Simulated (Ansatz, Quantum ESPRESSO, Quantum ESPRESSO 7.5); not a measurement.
**Evanescent states of SiC, zinc blende type, lattice constant set to 4.161 Å**

Wanted: the complex band structure of SiC, zinc blende type, lattice constant set to 4.161 Å, as for a tunnel barrier.

Method: plane-wave DFT, PBE, GBRV ultrasoft pseudopotentials (cross-check by Ansatz 0.2.0 with PAW datasets), in Quantum ESPRESSO 7.5.

## 1. The starting structure

The structure is cubic, space group F-43m (No. 216). The conventional cell has a = 4.161 Å, b = 4.161 Å, c = 4.161 Å, α = 90.00°, β = 90.00°, γ = 90.00°. Si has 4 C at 1.80 Å nearest. Nearest to C lie 4 Si at 1.80 Å. Farther neighbours are not listed.

## 2. Self-consistent run

pwcond needs a cell whose third axis lies along the current and stands perpendicular to the other two.

Contents of scf.in:

```
&control
  prefix = 'scf'
  outdir = './out'
  pseudo_dir = './pseudo'
  calculation = 'scf'
  tprnfor = .true.
/
&system
  ibrav = 0
  nat = 4
  ntyp = 2
  ecutwfc = 40
  ecutrho = 200
  occupations = 'fixed'
  nbnd = 12
/
&electrons
  conv_thr = 1e-09
  mixing_beta = 0.6
  electron_maxstep = 120
/
ATOMIC_SPECIES
  Si  28.0850  si_pbe_v1.uspp.F.UPF
  C   12.0110  c_pbe_v1.2.uspp.F.UPF
CELL_PARAMETERS angstrom
  2.94227131651722 0.00000000000000 0.00000000000000
  0.00000000000000 2.94227131651722 0.00000000000000
  0.00000000000000 0.00000000000000 4.16100000000000
ATOMIC_POSITIONS crystal
  Si  0.000000000000 0.000000000000 0.000000000000
  C   0.500000000000 0.000000000000 0.250000000000
  Si  0.500000000000 0.500000000000 0.500000000000
  C   0.000000000000 0.500000000000 0.750000000000
K_POINTS automatic
  8 8 6 0 0 0
```

Launch:

```bash
OMP_NUM_THREADS=1 mpirun -n 2 pw.x -nk 2 -in scf.in > scf.out
```

What it wrote:

```text
Program PWSCF v.7.5 starts
[citation notice left out]

     Parallel version (MPI & OpenMP), running on       2 processor cores
     Number of MPI processes:                 2
     Threads/MPI process:                     1

     MPI processes distributed on     1 nodes
[...]
Current dimensions of program PWSCF are:
     Max number of different atomic species (ntypx) = 10
     Max number of k-points (npk) =  40000
     Max angular momentum in pseudopotentials (lmaxx) =  4
     Found identity + ( -0.5000 -0.5000 -0.5000) symmetry
     This is a supercell, fractional translations are disabled
     Message from routine setup:
     using ibrav=0 with symmetry is DISCOURAGED, use correct ibrav instead

     K-points division:     npool     =       2
     Subspace diagonalization in iterative solution of the eigenvalue problem:
     a serial algorithm will be used

     G-vector sticks info
     --------------------
     sticks:   dense  smooth     PW     G-vecs:    dense   smooth      PW
     Sum         489     401    129                11587     8295    1523

     Using Slab Decomposition

     bravais-lattice index     =            0
     lattice parameter (alat)  =       5.5601  a.u.
     unit-cell volume          =     243.0859 (a.u.)^3
     number of atoms/cell      =            4
     number of atomic types    =            2
     number of electrons       =        16.00
     number of Kohn-Sham states=           12
     kinetic-energy cutoff     =      40.0000  Ry
     charge density cutoff     =     200.0000  Ry
     scf convergence threshold =      1.0E-09
     mixing beta               =       0.6000
     number of iterations used =            8  plain     mixing
     Exchange-correlation= SLA  PW   PBE  PBE
                           (   1   4   3   4   0   0   0)

     celldm(1)=   5.560087  celldm(2)=   0.000000  celldm(3)=   0.000000
     celldm(4)=   0.000000  celldm(5)=   0.000000  celldm(6)=   0.000000

     crystal axes: (cart. coord. in units of alat)
               a(1) = (   1.000000   0.000000   0.000000 )
               a(2) = (   0.000000   1.000000   0.000000 )
               a(3) = (   0.000000   0.000000   1.414214 )

     reciprocal axes: (cart. coord. in units 2 pi/alat)
               b(1) = (  1.000000  0.000000  0.000000 )
               b(2) = (  0.000000  1.000000  0.000000 )
               b(3) = (  0.000000  0.000000  0.707107 )

     PseudoPot. # 1 for Si read from file:
     ./pseudo/si_pbe_v1.uspp.F.UPF
     Pseudo is Ultrasoft + core correction, Zval =  4.0
     Generated by new atomic code, or converted to UPF format
     Using radial grid of  899 points,  6 beta functions with:
                l(1) =   0
                l(2) =   0
                l(3) =   1
                l(4) =   1
                l(5) =   2
                l(6) =   2
     Q(r) pseudized with  8 coefficients,  rinner =    0.900   0.900   0.900
                                                       0.900   0.900

     PseudoPot. # 2 for C  read from file:
     ./pseudo/c_pbe_v1.2.uspp.F.UPF
     Pseudo is Ultrasoft + core correction, Zval =  4.0
     Generated by new atomic code, or converted to UPF format
     Using radial grid of  721 points,  4 beta functions with:
                l(1) =   0
                l(2) =   0
                l(3) =   1
                l(4) =   1
     Q(r) pseudized with  8 coefficients,  rinner =    1.100   1.100   1.100

     atomic species   valence    mass     pseudopotential
     Si                4.00    28.08500     Si( 1.00)
     C                 4.00    12.01100     C ( 1.00)

      8 Sym. Ops. (no inversion) found

   Cartesian axes

     site n.     atom                  positions (alat units)
         1        Si     tau(   1) = (   0.0000000   0.0000000   0.0000000  )
         2        C      tau(   2) = (   0.5000000   0.0000000   0.3535534  )
         3        Si     tau(   3) = (   0.5000000   0.5000000   0.7071068  )
         4        C      tau(   4) = (   0.0000000   0.5000000   1.0606602  )

     number of k points=    60
                       cart. coord. in units 2pi/alat
        k(    1) = (   0.0000000   0.0000000   0.0000000), wk =   0.0052083
        k(    2) = (   0.0000000   0.0000000   0.1178511), wk =   0.0104167
        k(    3) = (   0.0000000   0.0000000   0.2357023), wk =   0.0104167
        k(    4) = (   0.0000000   0.0000000  -0.3535534), wk =   0.0052083
        k(    5) = (   0.0000000   0.1250000   0.0000000), wk =   0.0208333
        k(    6) = (   0.0000000   0.1250000   0.1178511), wk =   0.0416667
        k(    7) = (   0.0000000   0.1250000   0.2357023), wk =   0.0416667
        k(    8) = (   0.0000000   0.1250000  -0.3535534), wk =   0.0208333
        k(    9) = (   0.0000000   0.2500000   0.0000000), wk =   0.0208333
        k(   10) = (   0.0000000   0.2500000   0.1178511), wk =   0.0416667
[...]
k(   60) = (  -0.5000000  -0.5000000  -0.3535534), wk =   0.0052083

     Dense  grid:    11587 G-vectors     FFT dimensions: (  25,  25,  36)

     Smooth grid:     8295 G-vectors     FFT dimensions: (  24,  24,  32)

     Estimated max dynamical RAM per process >      32.57 MB

     Estimated total dynamical RAM >      62.31 MB

     Initial potential from superposition of free atoms

     starting charge      15.9986, renormalised to      16.0000
     Starting wfcs are   16 randomized atomic wfcs

     total cpu time spent up to now is        0.9 secs

     per-process dynamical memory:    19.6 Mb

     Self-consistent Calculation

     iteration #  1     ecut=    40.00 Ry     beta= 0.60
     Davidson diagonalization with overlap
     ethr =  1.00E-02,  avg # of iterations =  3.8

     total cpu time spent up to now is        2.1 secs

     total energy              =     -41.90103219 Ry
     estimated scf accuracy    <       0.99404060 Ry

     iteration #  2     ecut=    40.00 Ry     beta= 0.60
[...]
total energy              =     -42.17048793 Ry
     estimated scf accuracy    <       0.09020853 Ry

     iteration #  3     ecut=    40.00 Ry     beta= 0.60
[...]
total energy              =     -42.18037667 Ry
     estimated scf accuracy    <       0.00466769 Ry

     iteration #  4     ecut=    40.00 Ry     beta= 0.60
[...]
total energy              =     -42.18120521 Ry
     estimated scf accuracy    <       0.00149157 Ry

     iteration #  5     ecut=    40.00 Ry     beta= 0.60
[...]
total energy              =     -42.18159393 Ry
     estimated scf accuracy    <       0.00006692 Ry

     iteration #  6     ecut=    40.00 Ry     beta= 0.60
[...]
total energy              =     -42.18161326 Ry
     estimated scf accuracy    <       0.00000005 Ry

     iteration #  7     ecut=    40.00 Ry     beta= 0.60
[...]
total energy              =     -42.18161424 Ry
     estimated scf accuracy    <       0.00000019 Ry

     iteration #  8     ecut=    40.00 Ry     beta= 0.60
[...]
total energy              =     -42.18161426 Ry
     estimated scf accuracy    <          9.8E-09 Ry

     iteration #  9     ecut=    40.00 Ry     beta= 0.60
[...]
End of self-consistent calculation

          k = 0.0000 0.0000 0.0000 (  1055 PWs)   bands (ev):

    -5.2426   0.4674   3.0158   7.8295   7.8295  11.2861  11.2862  11.2862
    12.5167  16.1290  19.1737  19.6257

          k = 0.0000 0.0000 0.1179 (  1036 PWs)   bands (ev):

    -5.0409  -0.5930   4.2163   7.9905   7.9905  10.7757  10.9209  10.9209
    12.8955  16.3543  18.9435  19.7773

          k = 0.0000 0.0000 0.2357 (  1040 PWs)   bands (ev):

    -4.4409  -2.1384   6.1286   8.4603   8.4603   9.5453  10.0909  10.0909
    14.0318  17.0401  17.6156  19.7823

          k = 0.0000 0.0000-0.3536 (  1056 PWs)   bands (ev):

    -3.4599  -3.4599   7.9546   7.9546   9.1948   9.1948   9.1949   9.1949
    15.7858  15.7858  18.2370  18.2370

          k = 0.0000 0.1250 0.0000 (  1037 PWs)   bands (ev):

    -5.0159   0.5367   3.2109   6.6193   7.9995  10.3675  10.8503  11.2732
    13.3628  17.2043  19.2495  19.7657

          k = 0.0000 0.1250 0.1179 (  1047 PWs)   bands (ev):

    -4.8156  -0.4471   4.2126   6.9450   8.1560   9.4527  10.9420  11.0926
    13.7010  17.4114  19.0141  19.9479

[...]
highest occupied, lowest unoccupied level (ev):    11.2862   12.5167

!    total energy              =     -42.18161426 Ry
     estimated scf accuracy    <          3.9E-10 Ry

     The total energy is the sum of the following terms:
     one-electron contribution =      13.87116970 Ry
     hartree contribution      =       4.47202268 Ry
     xc contribution           =     -16.68041130 Ry
     ewald contribution        =     -43.84439533 Ry

     convergence has been achieved in   9 iterations

     Forces acting on atoms (cartesian axes, Ry/au):

     atom    1 type  1   force =     0.00000000    0.00000000    0.00000000
     atom    2 type  2   force =     0.00000000    0.00000000    0.00000212
     atom    3 type  1   force =     0.00000000    0.00000000    0.00000000
     atom    4 type  2   force =     0.00000000    0.00000000   -0.00000212

     Total force =     0.000003     Total SCF correction =     0.000003
     SCF correction compared to forces is large: reduce conv_thr to get better values

[...]
=------------------------------------------------------------------------------=
   JOB DONE.
=------------------------------------------------------------------------------=
```

Wall time 11 s (2 MPI ranks of Arm Neoverse N1, shared host); peak memory 0.14 GiB.

Read from the output:

* free energy: -573.9101 eV
* valence top, on the run's zero: 11.29 eV
* conduction bottom, on the run's zero: 12.52 eV
* gap by band count: 1.230 eV

The run needed 9 iterations to bring the estimated error under 1e-09 Ry.

(Part 1 of 3 ends here.)

[Logs are printed without paths, hosts, clocks, repeated set-up lines and the standing remarks that a program may print on its own settings, such as how far it seeks lower states.]

[Hosts, paths, dates, database ids (printed as entryN), source tags and the programs' standing remarks are cut or masked in the printed files.]

[Maps of the electrostatic potential energy from Ansatz leave out the sawtooth potential of an applied field or a dipole correction, so their vacuum need not be flat; planar profiles and work functions include it.]
